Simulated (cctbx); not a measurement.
**Which space group?**

Cell: a = 6.5870 Å, b = 9.1810 Å, c = 6.2510 Å, α = 90.00°, β = 90.00°, γ = 90.00°. Expected content of the cell: Ga4 Sc4 S12.

The data are simulated with cctbx, not measured: Cu Kα, λ = 1.54184 Å, to d = 0.83 Å, 70 % of the full sphere, strongest reflection 70000 counts, noise from counting, a 6 % proportional error and a noise floor of 8 counts (s.d.); no absorption.

Tests on the unmerged data give:

```text
1962 reflections to d = 0.830 A
centring   violations  <I/sigma> of those
    A        777 of   981     11.0
    B        722 of   981      9.4
    C        791 of  1004     11.0
    I        723 of   984      9.7
    R       1040 of  1286     11.2
    F       1145 of  1483     10.5
Laue class    unique    Rint  (classes that these axes allow; Friedel mates merged)
P -1             1270   0.043
P 1 2/m 1         734   0.044
P 1 1 2/m         751   0.045
P 2/m 1 1         746   0.046
P m m m           441   0.049
space group    extra absences  I>4sigma  <I/sigma>
P 2 2 2                 0          0         -  acentric
P 2 2 21                7          0       0.9  acentric
P 21 2 2                5          0      -0.3  acentric
P 2 21 2                9          0      -0.2  acentric
P 21 21 2              14          0      -0.3  acentric
P 2 21 21              16          0       0.3  acentric
P 21 2 21              12          0       0.4  acentric
P 21 21 21             21          0       0.1  acentric
P m m 2                 0          0         -  acentric
P 2 m m                 0          0         -  acentric
P m 2 m                 0          0         -  acentric
P 21 m a              101          0      -0.1  acentric
P m 2 a               101          0      -0.1  acentric
P n m 21               89          0       0.2  acentric
P n 21 m               89          0       0.2  acentric
P n 21 a              190          0       0.0  acentric
P m m m                 0          0         -  centric
P m m a               101          0      -0.1  centric
P n m m :1             89          0       0.2  centric
P n m m :2             89          0       0.2  centric
P n m a               190          0       0.0  centric
Wilson B = 1.86 A^2   <|E^2-1|> = 0.901 (0.968 centric, 0.736 acentric)   E^2>4: 4.0 %
shell (A)         n   <I/sigma>
 9.18 - 1.66     68     17.8
 1.66 - 1.32     54     22.3
 1.32 - 1.15     57     20.8
 1.15 - 1.05     55     24.4
 1.05 - 0.97     56     20.4
 0.97 - 0.91     47     20.4
 0.91 - 0.87     53     21.4
 0.87 - 0.83     51     18.3
```

**Question.** What are the lattice type, the Laue class and the likely space group?

Every centring test has many violations, so the lattice is primitive.

Rint stays low (0.043 to 0.049) up to P m m m, the highest class in these axes.

21 settings pass the absence test. The most absences obeyed, 190, belong to P n 21 a and P n m a, which absences can't tell apart.

⟨|E²−1|⟩ = 0.901 leans to a centrosymmetric structure. The Wilson B of 1.86 Å² means U ≈ 0.0236 Å².

The true group is Pnma (no. 62), Laue class mmm, centrosymmetric. The tables only narrow the choice to the tied entries; cell content, site symmetry and trial solutions must settle it.

This is a model crystal, built by substitution and not relaxed, with assumed displacement parameters.

[Logs are printed without paths, hosts, clocks, repeated set-up lines and the standing remarks that a program may print on its own settings, such as how far it seeks lower states.]
